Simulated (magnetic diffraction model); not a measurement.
# Magnetic neutron pattern of Yb₆ZnTe₂

Space group P-62m (no. 189), a = 8.4940 Å, c = 4.0880 Å.

| site | atom | x | y | z |
| --- | --- | --- | --- | --- |
| 3f | Yb | 0 | 0.6095 | 0 |
| 3g | Yb | 0 | 0.2367 | 1/2 |
| 2d | Te | 2/3 | 1/3 | 1/2 |
| 1a | Zn | 0 | 0 | 0 |

The compound is invented for this exercise: a known structure type with other elements, its cell scaled to their sizes and not relaxed.

Only Yb is taken to order (form factors of Yb3+); orders and moment sizes are assumed, and not adapted to the symmetry. Radiation: neutrons of λ = 1.594 Å, 3° to 55°; isotropic B of 0.38 Å² (Yb), 0.38 Å² (Te) and 0.55 Å² (Zn). Simulated constant-wavelength pattern: nuclear and magnetic terms add, the magnetic one as |2.695 fm × Σ f S⊥ exp(2πi Q·r) exp(−B s²)|², summed over all Q at one angle with the factor 1/(sin²θ cos θ). For collinear order S is the moment m, which repeats by lattice and centring translations R with the sign exp(−2πi k·R). Free-ion form factors, Sears's scattering lengths of 1992, no absorption; a label names one of the reflections at its angle. The strongest nuclear line in the range is 100, and lines under 0.2 are left out.

Assume the order k = (1/2 0 0), collinear moments along [001], 2.3 μB on Yb; signs + at (0, 0.6095, 0), + at (0.3905, 0.3905, 0), + at (0.6095, 0, 0), − at (0, 0.2367, 1/2), − at (0.7633, 0.7633, 1/2), − at (0.2367, 0, 1/2).

Predict the pattern, nuclear and magnetic parts apart.

```csv
2θ (°),index,nuclear,magnetic
6.21,(1/2 0 0),0.0,1.6
10.77,(1/2 -1 0),0.0,6.4
12.44,(1 0 0),6.5,0.0
16.48,(1/2 1 0),0.0,17.2
18.71,(3/2 0 0),0.0,4.1
21.63,(1 1 0),4.6,0.0
22.48,(0 0 1),0.4,0.0
22.53,(3/2 -2 0),0.0,8.9
23.35,(1/2 0 1),0.0,0.8
25.03,(2 0 0),0.7,0.0
25.78,(1 0 1),5.2,0.0
27.32,(3/2 1 0),0.0,3.6
28.01,(1/2 1 1),0.0,1.5
28.75,(1/2 2 0),0.0,1.6
29.41,(3/2 0 1),0.0,0.8
31.40,(1 1 1),100.0,0.0
32.04,(3/2 -2 1),0.0,1.4
33.32,(2 1 0),65.2,0.0
33.89,(2 0 1),52.7,0.0
35.11,(5/2 -3 0),0.0,0.4
35.66,(3/2 1 1),0.0,1.8
36.80,(1/2 2 1),0.0,2.6
37.94,(3 0 0),29.1,0.0
38.48,(3/2 2 0),0.0,0.9
38.99,(5/2 0 1),0.0,0.9
39.55,(5/2 1 0),0.0,1.7
40.05,(3/2 -3 1),0.0,0.5
40.57,(2 1 1),32.7,0.0
41.62,(1/2 3 0),0.0,1.1
42.10,(5/2 -3 1),0.0,3.8
44.09,(2 2 0),7.6,0.0
44.55,(3 0 1),2.7,0.0
44.57,(7/2 0 0),0.0,2.5
45.02,(3/2 2 1),0.0,0.7
45.90,(0 0 2),25.3,0.0
45.97,(5/2 1 1),0.0,2.4
45.99,(3 1 0),7.2,0.0
47.74,(1 0 2),1.0,0.0
47.81,(1/2 3 1),0.0,1.4
48.28,(7/2 -4 0),0.0,1.0
49.09,(1/2 1 2),0.0,0.3
50.04,(2 2 1),2.0,0.0
50.06,(5/2 2 0),0.0,0.5
50.48,(7/2 0 1),0.0,1.4
50.93,(3/2 3 0),0.0,1.7
51.28,(1 1 2),1.8,0.0
51.37,(4 0 0),4.7,0.0
51.71,(3/2 -2 2),0.0,0.5
```
(The table stops after 48 lines; 5 more lie at higher angle.)

The strongest magnetic line in the range is (1/2 1 0) at 16.48° (17.2). On top of the Lorentz factor, which all lines share, magnetic lines fade with angle because f falls: for Yb3+ it is 0.97, 0.88, 0.76 and 0.51 at sin θ/λ = 0.1, 0.2, 0.3 and 0.5 Å⁻¹, while nuclear lengths stay constant. The order has no net moment.

[Logs are printed without paths, hosts, clocks, repeated set-up lines and the standing remarks that a program may print on its own settings, such as how far it seeks lower states.]
